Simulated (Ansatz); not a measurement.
# Is ZnCd in the L11 ordering a stable metal?, part 2 of 2

The plan: relax ZnCd in the L11 ordering, check its phonons, and, if the lattice is stable, compute its Eliashberg function and ρ(T).

Ansatz 0.2.0; DFT LDA, scalar-relativistic, plane waves, PAW.

So far. Step 2 (Relaxation): The largest force is now zero by symmetry and the largest stress component 0.0093 GPa. The relaxed cell has a = 3.003, c = 13.148 Å (conventional setting).

The structure was built from a prototype and need not be the compound's stable phase.

### Step 3. Tight relaxation

No force is left; the cell is relaxed once more with another smearing and tight thresholds.

File input.yaml:

```yaml
crystal:
  lattice:
    - [3.9458289309, 1.8224872444, 1.8224872444]
    - [1.8224872444, 3.9458289309, 1.8224872444]
    - [1.8224872444, 1.8224872444, 3.9458289309]
  atoms:
    - { symbol: Cd, position: [0.0, 0.0, 0.0] }
    - { symbol: Zn, position: [0.5, 0.5, 0.5] }
kpoints:
  mp_grid: { grid: [12, 12, 12] }
hamiltonian:
  xc: lda
scf:
  occupations: { method: methfessel_paxton, width: 0.2 }
output:
  forces: true
  stress: true
  eigenvalues: true
relax:
  adjacent_minimum: "off"
  f_tol: 0.001
  max_steps: 60
  cell: { stress_tol: 0.01 }
```

Launch:

```bash
$ ansatz run input.yaml --threads 4 --pin off --max-ram 8192MiB --backend cpu --events-out ev --progress --plain --runs-dir out
```

Numbers of over 12 decimals in the logs are rounded to 6 here.

Output:

```text
[the first part of the log is left out]
  E_xc         = -312.906524
  E_vxc        = -277.276631  (∫ρ·V_xc dr)
  E_paw        = -5699.273872  (= ΣΔE_a)
  E_vpaw       = -932.266862  (= ΣTr[D̂ρ^β])
  E_aug_tail   = -0.000359  (compensation charges beyond the density's cutoff)
  E_ewald      = -4244.049660
  E_core_change = 2.323710  (= ΣΔE_core)
  E_smearing   = 0.000493  (= −TS)
  E_closure    = 0.000000  (closes the sum)
  Σ components = -11363.952078   (vs F -11363.952078, Δ=0.00e0)
[...]
--- Stress (GPa, compression-positive) ---
        0.000104      -0.000090      -0.000090
       -0.000090       0.000104      -0.000090
       -0.000090      -0.000090       0.000104
  P = ⅓ Tr σ = 0.0001 GPa (0.001 kbar)
--- Band table (eV; the first three rows and the last of 189) ---
[...]
--- Relaxed structure (4 steps of the walk, 4 accepted, 1 SCFs on fresh bases) ---
[...]
cell:  # Å, volume = 34.2081 Å³
    - [3.946765, 1.824643, 1.824643]
    - [1.824643, 3.946765, 1.824643]
    - [1.824643, 1.824643, 3.946765]
  atoms:
    - { symbol: Cd, position: [0, 0, 0] }
    - { symbol: Zn, position: [0.500000, 0.500000, 0.500000] }
```

Run time: 6.9 s. Hardware: 4 threads of Arm Neoverse V2, shared host; peak memory 0.43 GiB.

Step by step:

```csv
step,energy less that of the first step (eV),largest force component (eV/Å),pressure (GPa),volume (Å³)
1,0.0000,0.0000,-0.02,34.22
2,0.0000,0.0000,0.02,34.20
3,0.0000,0.0000,-0.01,34.21
4,0.0000,0.0000,0.00,34.21
5,0.0000,0.0000,0.00,34.21
```

The log counts 1 steps on a newly chosen plane-wave basis, not all of them marked here; energy and pressure can jump at such steps.

```csv
"conventional cell, symmetrised",before,after,change
a (Å),3.003,3.001,-0.1 %
b (Å),3.003,3.001,-0.1 %
c (Å),13.148,13.157,+0.1 %
volume (Å³/atom),17.11,17.10,-0.0 %
```

The relaxed structure:

```xyz
2
Lattice="3.9468 1.8246 1.8246 1.8246 3.9468 1.8246 1.8246 1.8246 3.9468" Properties=species:S:1:pos:R:3 pbc="T T T"
Cd    0.0000    0.0000    0.0000
Zn    3.7980    3.7980    3.7980
```

This step gave:

| Property | Result |
| --- | --- |
| pressure | 1.04e-4 GPa |
| volume per atom | 17.10 Å³ |

The largest force is now zero by symmetry and the largest stress component 1.0e-4 GPa, small enough for phonons.

### Step 4. Phonons: q 2×2×2, k 6×6×6

Couplings are defined for a stable lattice alone, so phonons come first.

File input.yaml:

```yaml
crystal:
  lattice:
    - [3.9467652414, 1.8246426641, 1.8246426641]
    - [1.8246426641, 3.9467652414, 1.8246426641]
    - [1.8246426641, 1.8246426641, 3.9467652414]
  atoms:
    - { symbol: Cd, position: [0.0, 0.0, 0.0] }
    - { symbol: Zn, position: [0.5, 0.5, 0.5] }
kpoints:
  mp_grid: { grid: [6, 6, 6] }
hamiltonian:
  xc: lda
scf:
  occupations: { method: methfessel_paxton, width: 0.2 }
output:
  eigenvalues: true
phonons:
  method: dfpt
  qmesh: [2, 2, 2]
  temperatures: { t_max: 1000, t_step: 50 }
  qpath:
    path:
      - [[0.0, 0.0, 0.0], [0.5, 0.5, 0.5], [0.80731713, 0.19268287, 0.5]]
      - [[0.5, -0.19268287, 0.19268287], [0.5, 0.0, 0.0], [0.0, 0.0, 0.0], [0.34634144, -0.34634144, 0.0]]
      - [[0.65365856, 0.0, 0.34634144], [0.5, 0.0, 0.5], [0.0, 0.0, 0.0]]
    npoints: 10
```

Output:

```text
[...]
Crystal: 2 atoms, lattice volume = 34.208 Å³
Basis set: ecut = 420 eV, 651 PW (Γ), exchange–correlation on 64×64×64 points (8 copies of the dense FFT grid, shifted against one another)
Bands: 20, of which v1, the nominal top of the filled ones, is band 16 counted from 1 (15 counted from 0)
Symmetry: 12 space group operations
k-points: 32 of 216
[...]
SCF iter   1: F=—  HF=-11363.904337 eV  |F-HF|=—  |Δ(HF+E_count)|=         —  Δρ=9.04e-3  dr2=1.81e-2  ethr=1.77e-3  ⟨swp⟩=4.9  Hψ=2646  notcnv=0
[...]
SCF iter  10: F=-11363.898917 eV  HF=-11363.898917 eV  |F-HF|=1.82e-12  |Δ(HF+E_count)|=  1.04e-10  S|Δr|=    0.00e0  Δρ=1.80e-7  dr2=6.65e-12  ethr=1.00e-12  ⟨swp⟩=4.2  Hψ=3130  notcnv=0
SCF 1 converged in 10 iterations: F = -11363.898917 eV  dr2 = 6.65e-12
[...]
SCF iter   1: F=—  HF=-11363.898917 eV  |F-HF|=—  |Δ(HF+E_count)|=         —  Δρ=2.35e-7  dr2=1.67e-11  ethr=8.68e-9  ⟨swp⟩=3.4  Hψ=4618  notcnv=0
eigensolver tolerance schedule: the retry pair's looser diagonalisation over-reported the residual by 166587.93 of it (diagonalisation noise at 0.88 of the residual, at the tolerance the schedule requests for it); recorded, not acted on — ethr = c·dr2/N_el stays at c = 1.0e-1
[...]
SCF iter   2: F=-11363.898917 eV  HF=-11363.898917 eV  |F-HF|=0.00e0  |Δ(HF+E_count)|=  4.24e-10  S|Δr|=    0.00e0  Δρ=1.00e-7  dr2=2.84e-12  ethr=1.00e-12  ⟨swp⟩=2.8  Hψ=2675  notcnv=0
SCF 2 converged in 2 iterations: F = -11363.898917 eV  dr2 = 2.84e-12
phonons: the bands overlap, so this run is a metal and interpolates without the dipole-dipole term. If the crystal is really an insulator or semiconductor, its LO-TO splitting is missing
NSCF: frozen V_eff on 32 k-points
WARN: eigensolver did not converge (k=26): 1 band(s) unlocked after 20 sweeps at ethr=1.17e-12 eV (storage-precision floor; scheduled 1.00e-12 eV) (lowest unlocked band 19, counted from 0; max residual 4.62e-6 eV among the unlocked bands, 4.62e-6 eV over every band; other slots of this pass that fall short are told together in one closing line; warning suppressed until the next SCF loop or pass starts)
[...]
DFPT response loops at q = (0, 0, 0) (fractional): preconditioner auto → Kerker (q_TF=auto, 2.698 Å⁻¹) (partly filled bands, converged f_vac=0.000); β = 1.00, the filter's whole step (`scf.mixing.beta` (0.50) is not read by the response loops under this deck's `scf.mixing.preconditioner`; to damp them name `kerker` or `kerker_dos`, under which they read `scf.mixing.beta`, and type it under 1.00, their step now; both keys bind the ground state too); Broyden in place of MSR1
[...]
SCF converged after 10 iterations
Stability not checked: this state was not tested for a lower state beside it, because cold or Methfessel-Paxton smearing, or corrected tetrahedra, fill the levels in a way that the test cannot read (fill_not_monotonic; see scf.lower_state_search)
Free energy (F): -11363.898917 eV
[...]
Internal energy: -11363.894172 eV  (E = F + TS)
E sigma→0 (E₀):  -11363.897731 eV
Entropy (-TS):   -0.004744 eV (-2.372 meV/atom)
Fermi energy:    13.904768 eV
[...]
--- Band table (eV; the first three rows and the last of 32) ---
  k-point 0: bands = [... 12 lower, 6.5781, 6.8322, 6.8322, 11.9562, 14.3970, 25.9797, 25.9797, 27.1826]
  k-point 1: bands = [... 12 lower, 6.6310, 6.6506, 6.7836, 12.6065, 15.2150, 21.5661, 24.6701, 25.2913]
  k-point 2: bands = [... 12 lower, 6.6614, 6.8151, 7.4274, 14.0125, 15.7702, 17.9874, 20.5568, 23.2248]
  k-point 31: bands = [... 12 lower, 6.4892, 6.6431, 6.6708, 6.6708, 23.2364, 23.9355, 26.9127, 26.9127]
--- Phonons (Γ-DFPT): 2 representative perturbations + reference (Σ response iterations 8) ---
  ASR residual: 1.912e-5 → 0.000e0 eV/Å²; symmetrization residual: 9.572e-6 eV/Å²
  ASR residual per site (eV/Å²): 1.91e-5 1.29e-5
  Γ frequencies (cm⁻¹): 0.00 0.00 0.00 84.80 84.80 191.94
--- Phonons (arbitrary-q DFPT): 4 irreducible q on the 2×2×2 mesh ---
  q = [0.0000, 0.0000, 0.0000] (star 1, of the zone-centre solve; hermiticity 7.38e-6, symmetrization 3.42e-12): -0.00 -0.00 0.00 84.80 84.80 191.94
  q = [0.0000, 0.0000, -0.5000] (star 3, 4 solved perturbations in 360 linear systems a pass and spin channel, the states on 112 of 216 k-point pairs; hermiticity 3.67e-7, symmetrization 5.17e-11): 33.40 67.54 79.68 92.09 140.07 141.37
[...]
q = [-0.5000, -0.5000, -0.5000] (star 1, 2 solved perturbations on 68 of 216 k-point pairs; hermiticity 8.14e-9, symmetrization 3.93e-9): 47.50 47.50 63.82 63.82 94.29 120.80
  sum rule: each row above includes the acoustic sum rule's correction from the zone centre's row sums; it moved no ω² by more than (0.26 cm⁻¹)²
  mesh force constants: q→R imaginary residual 2.54e-17; ASR residual 1.912e-5 → 0.000e0 eV/Å²; symmetrization residual 1.554e-15 eV/Å²
  interpolated dispersion: 73 rows × 6 modes
  density of states and harmonic sums: on the 24×24×24 q-mesh, interpolated from the force constants of a 2×2×2 supercell (no non-analytic term)
  largest difference from the sums on the solved wave vectors: F 1.05e-1 eV, S 1.35e-4 and C_V 3.00e-5 eV/K
  zero-point energy: 0.032010 eV/cell   skipped modes (ω ≤ 0): 487, of them read as no rigid motion or as one in doubt: 484 (4.017e-1 modes/cell left out, lowest -29.98 cm⁻¹)   left out of the sums: 6.70e-2 of the cell's modes: C_V's classical limit lies that fraction below 3 k_B per atom; for a crystal, a wire or a layer, F and S can be off by more, and a phonons.interpolated_qmesh denser along its periods is the remedy for the sampling
```

It took 24 s on 4 threads; peak memory 0.57 GiB.

In the SCF lines HF is the Harris–Foulkes energy and dr2 the Hartree energy of the density residual, in eV; the loop may stop once dr2 is under the threshold and the program's other checks hold. Hψ counts applications of the Hamiltonian.

This step gave:

```yaml
share_of_imaginary_modes_in_the_plain_interpolation_between_solved_wavevectors: 0.0658
highest_frequency_solved_or_plainly_interpolated: 191.9 cm⁻¹
```

Solved on the 2×2×2 mesh alone; all other wavevectors are interpolated. The phonon branches at the labelled points (cm⁻¹):

```csv
point,branch 1,branch 2,branch 3,branch 4,branch 5,branch 6
Γ,0,0,0,85,85,192
halfway,28,28,44,78,78,168
T,48,48,64,64,94,121
halfway,4,48,72,87,122,151
H2,-29,55,100,110,126,164
jump to H0,-29,55,100,110,126,164
halfway,2,66,89,106,133,150
L,33,68,80,92,140,141
halfway,36,56,70,72,108,172
Γ,0,0,0,85,85,192
halfway,-17,74,76,78,114,169
S0,-29,60,94,117,124,163
jump to S2,-29,60,94,117,124,163
halfway,-26,41,93,96,138,174
F,-24,27,84,93,143,179
halfway,16,25,81,85,109,173
Γ,0,0,0,85,85,192
```

The phonon branches as a text plot (rows in cm⁻¹; labels by their first letter):

```
    187 |**                         ******                     **
    178 |                          *      **         *****   **
    169 |  *          **         **         *      **     ***
    160 |   *       **  **      *            ******
    150 |          *      **
    141 |    *    *         ****                     *****
    132 |       **   ***  **    *               *  **     *
    123 |     **   **   **       *           *** **        *
    113 |        **     ***                 *    **         *
    104 |       *     **   *      *        *   **  **
     95 |     **    *** *** ***    **     *     **********   *
     86 |**        * *     **  *     *****   ***      ***********
     76 |  ***   ****        ***** **     ******            *
     67 |    ******       **********       *    **            *
     58 |   *  **       **        *       **      *
     49 |  *  **********           **    **        **          *
     39 |    *  *               ***  *               *
     30 |  **    *           ***   **    *            ***
     21 | *       *        **       *** *                ****** *
     12 |*                            * *                    ***
      2 |*         *                   **                      **
     -7 |                                ***             *
    -16 |           *     *                 *
    -25 |            *****                   ************
         Γ    T        H|H    L        Γ         S|S   F        Γ
```

Lowest modes at the softest wavevector of the mesh. Modes at q = (0.000, 0.500, 0.500), with each element's share of the kinetic energy (negative means imaginary):

```csv
mode,frequency (cm⁻¹),Cd %,Zn %
1,-24.1,45,55
2,27.2,25,75
3,84.0,75,25
4,93.0,51,49
5,143.3,56,44
6,179.0,47,53
```

Displacements in mode 1 (-24.1 cm⁻¹), the largest set to 1, in the home cell:
```
Cd1  0.35  0.52  0.52
Zn2 -1.00  0.42  0.42
```

Displacements in mode 3 (84.0 cm⁻¹), the largest set to 1, in the home cell:
```
Cd1  0.00  1.00 -1.00
Zn2  0.00  0.76 -0.76
```

Among the solved wavevectors the lowest mode, translations apart, is -24.1 cm⁻¹, imaginary.

### Step 5. Phonons: q 3×3×3, k 9×9×9

An imaginary mode on so few k-points may come from the sampling, so the phonons are repeated with another q and k mesh.

Edit input.yaml of step 4 so:

```diff
@@ -9,3 +9,3 @@
 kpoints:
-  mp_grid: { grid: [6, 6, 6] }
+  mp_grid: { grid: [9, 9, 9] }
 hamiltonian:
@@ -18,3 +18,3 @@
   method: dfpt
-  qmesh: [2, 2, 2]
+  qmesh: [3, 3, 3]
   temperatures: { t_max: 1000, t_step: 50 }
```

Output:

```text
[...]
Crystal: 2 atoms, lattice volume = 34.208 Å³
Basis set: ecut = 420 eV, 651 PW (Γ), exchange–correlation on 64×64×64 points (8 copies of the dense FFT grid, shifted against one another)
Bands: 20, of which v1, the nominal top of the filled ones, is band 16 counted from 1 (15 counted from 0)
Symmetry: 12 space group operations
k-points: 85 of 729
[...]
SCF iter   1: F=—  HF=-11363.939047 eV  |F-HF|=—  |Δ(HF+E_count)|=         —  Δρ=8.79e-3  dr2=1.69e-2  ethr=1.77e-3  ⟨swp⟩=4.9  Hψ=7046  notcnv=0
[...]
SCF iter  10: F=-11363.933934 eV  HF=-11363.933934 eV  |F-HF|=0.00e0  |Δ(HF+E_count)|=  1.64e-11  S|Δr|=    0.00e0  Δρ=7.99e-8  dr2=1.89e-12  ethr=1.00e-12  ⟨swp⟩=4.3  Hψ=7564  notcnv=0
SCF 1 converged in 10 iterations: F = -11363.933934 eV  dr2 = 1.89e-12
[...]
SCF iter   2: F=-11363.933934 eV  HF=-11363.933934 eV  |F-HF|=1.82e-12  |Δ(HF+E_count)|=  6.08e-10  S|Δr|=    0.00e0  Δρ=5.68e-8  dr2=2.12e-12  ethr=1.00e-12  ⟨swp⟩=2.8  Hψ=7045  notcnv=0
SCF 2 converged in 2 iterations: F = -11363.933934 eV  dr2 = 2.12e-12
[...]
SCF converged after 10 iterations
[...]
Free energy (F): -11363.933934 eV
[...]
Internal energy: -11363.934381 eV  (E = F + TS)
E sigma→0 (E₀):  -11363.934046 eV
Entropy (-TS):   0.000447 eV (0.224 meV/atom)
Fermi energy:    14.011482 eV
[...]
--- Band table (eV; the first three rows and the last of 85) ---
  k-point 0: bands = [... 12 lower, 6.5672, 6.8293, 6.8293, 11.9595, 14.3959, 25.9771, 25.9771, 27.1847]
  k-point 1: bands = [... 12 lower, 6.6009, 6.7243, 6.8065, 12.2748, 14.7477, 23.5164, 25.2645, 26.5054]
  k-point 2: bands = [... 12 lower, 6.6208, 6.6851, 6.7499, 13.0129, 15.8848, 19.6095, 23.6857, 24.0911]
  k-point 84: bands = [... 12 lower, 6.5217, 6.6764, 6.8285, 7.1668, 23.2562, 23.3922, 24.3213, 25.0540]
[...]
ASR residual: 1.293e-5 → 0.000e0 eV/Å²; symmetrization residual: 7.659e-6 eV/Å²
  ASR residual per site (eV/Å²): 1.29e-5 8.38e-6
  Γ frequencies (cm⁻¹): 0.00 0.00 0.00 82.63 82.63 195.23
--- Phonons (arbitrary-q DFPT): 6 irreducible q on the 3×3×3 mesh ---
[...]
interpolated dispersion: 73 rows × 6 modes
[...]
```

It took 3.7 min on 4 threads; peak memory 1.5 GiB; 14 min of CPU time.

Numbers from this step:

| Quantity | Value |
| --- | --- |
| share of imaginary modes in the plain interpolation between solved wavevectors | 0.0393 |
| highest frequency, solved or plainly interpolated | 195.2 cm⁻¹ |

Solved on the 3×3×3 mesh alone; all other wavevectors are interpolated. The phonon branches at the labelled points (cm⁻¹):

```csv
point,branch 1,branch 2,branch 3,branch 4,branch 5,branch 6
Γ,0,0,0,83,83,195
halfway,27,27,69,76,76,173
T,47,47,64,64,107,140
halfway,-19,52,70,86,124,159
H2,13,61,105,106,131,164
jump to H0,13,61,105,106,131,164
halfway,42,64,96,105,135,146
L,53,67,82,91,137,141
halfway,28,57,74,75,107,170
Γ,0,0,0,83,83,195
halfway,11,70,77,85,114,166
S0,17,65,95,120,127,162
jump to S2,17,65,95,120,127,162
halfway,-25,49,92,100,139,174
F,-34,37,91,91,143,179
halfway,16,35,81,84,111,172
Γ,0,0,0,83,83,195
```

The phonon branches as a text plot (rows in cm⁻¹; labels by their first letter):

```
    190 |**                          *****                     **
    181 |                          **     *           ***    **
    171 |  *         ***          *        *       ***   ****
    162 |   *      **   **       *          ***   *
    152 |    *   **       *     *              ***
    143 |     ***          *****                     *****
    133 |            ******* **                **  **     *
    124 |         ***           *            **  **        *
    114 |       **       *       *          *    * *        *
    104 |     **      ******      *        *    *   *
     95 |    *      ***   *****    *           **********    *
     85 |*         * *      ****    ***********         *********
     76 | ***     * *           *****      ******           **
     66 |  * *******    ********** *      * *    **           *
     57 |      *********     **   * *      *       **
     47 | *   ***          **  *   *     **          *         *
     38 |    *   *        *     **  **                ***   **
     28 |  **            *        *  *  **      *        ***  * *
     19 |**       *     *          ** * *    *** **       ***  *
      9 |*                           **     *                ** *
     -1 |                              **  *                   **
    -10 |                                **        *
    -20 |          *   *                            *    *
    -29 |           ***                              ****
         Γ    T        H|H    L        Γ         S|S   F        Γ
```

Lowest modes at the softest wavevector of the mesh. The modes at q = (0.333, -0.333, 0.333) (shares of kinetic energy by element, %) (negative means imaginary):

```csv
mode,frequency (cm⁻¹),Cd %,Zn %
1,-16.5,32,68
2,45.8,34,66
3,74.8,66,34
4,96.5,68,32
5,124.5,65,35
6,163.4,34,66
```

Displacements in mode 1 (-16.5 cm⁻¹), the largest set to 1, in the home cell (x, y, z of the real part, then of the imaginary part):
```
Cd1  0.28  0.12  0.28 -0.37 -0.16 -0.37
Zn2 -0.59  0.99 -0.59 -0.08  0.13 -0.08
```

Displacements in mode 3 (74.8 cm⁻¹), the largest set to 1, in the home cell (x, y, z of the real part, then of the imaginary part):
```
Cd1 -0.89  0.00  0.89  0.46  0.00 -0.46
Zn2  0.79  0.00 -0.79  0.51  0.00 -0.51
```

The modes has structure finer than the step of the table below, so its rows give means over 10 cm⁻¹, whole bins alone (the curve runs from -43.8 to 211 cm⁻¹). Peaks (cm⁻¹: height): Cd 36.3: 0.0154, 90.8: 0.0400, 130.9: 0.0360, 166.2: 0.0153; Zn -26.2: 0.00761, 52.4: 0.0278, 82.8: 0.0291, 130.9: 0.0149, 164.6: 0.0289.

Phonopy on the run's constants, 21x21x21 mesh, Gaussian sigma 2.0 cm⁻¹. Modes against wavenumber; means over each step; values in 1/cm⁻¹/cell:

```csv
wavenumber (cm⁻¹),Cd,Zn
-30,0.00315,0.00536
-20,0.00339,0.00574
-10,0.00188,0.00303
0,0.00147,0.00171
10,0.00451,0.00528
20,0.0107,0.0138
30,0.0133,0.0175
40,0.0146,0.0209
50,0.0120,0.0248
60,0.0121,0.0206
70,0.0199,0.0202
80,0.0299,0.0259
90,0.0382,0.0234
100,0.0272,0.0146
110,0.0195,0.00733
120,0.0180,0.00595
130,0.0295,0.0123
140,0.00857,0.00607
150,0.00425,0.0112
160,0.0121,0.0263
170,0.0121,0.0215
180,0.00296,0.00506
190,7.5e-4,0.00137
200,3.6e-5,6.1e-5
```

No LO-TO term; unit eigenvectors of the mass-weighted matrix. Modes at Γ, with each element's share of the kinetic energy:

```csv
mode,frequency (cm⁻¹),symmetry,Cd %,Zn %
1,0.0,unnamed,63,37
2,0.0,unnamed,63,37
3,0.0,unnamed,63,37
4,82.6,Eu,37,63
5,82.6,Eu,37,63
6,195.2,A2u,37,63
```

Displacements in mode 5 (82.6 cm⁻¹), the largest set to 1:
```
Cd1  0.31 -0.58  0.28
Zn2 -0.53  1.00 -0.47
```

Displacements in mode 6 (195.2 cm⁻¹), the largest set to 1:
```
Cd1 -0.58 -0.58 -0.58
Zn2  1.00  1.00  1.00
```

Among the solved wavevectors the lowest mode, translations apart, is -16.5 cm⁻¹, imaginary.

### Step 6. Outcome

| Quantity | Value |
| --- | --- |
| phonon run of the rows without a label of their own | LDA, q 3×3×3, k 9×9×9 |
| softest mode on the q mesh | -16.5 cm⁻¹ at q = (0.333, -0.333, 0.333) |
| highest frequency, solved or plainly interpolated | 195 cm⁻¹ |

**Reading.** The lattice is dynamically unstable at this level: a mode at q = (0.333, -0.333, 0.333) is imaginary, 16.5i cm⁻¹, so no harmonic coupling constant or resistivity is defined for this structure. These meshes are coarse, and single modes of a metal can move by tens of cm⁻¹ with the k mesh. The coarser mesh found an imaginary mode at another wavevector, which this mesh lacks. The structure was built by hand as an ordered model, and its stability against other phases was not tested.

[Logs are printed without paths, hosts, clocks, repeated set-up lines and the standing remarks that a program may print on its own settings, such as how far it seeks lower states.]

[Hosts, paths, dates, database ids (printed as entryN), source tags and the programs' standing remarks are cut or masked in the printed files.]
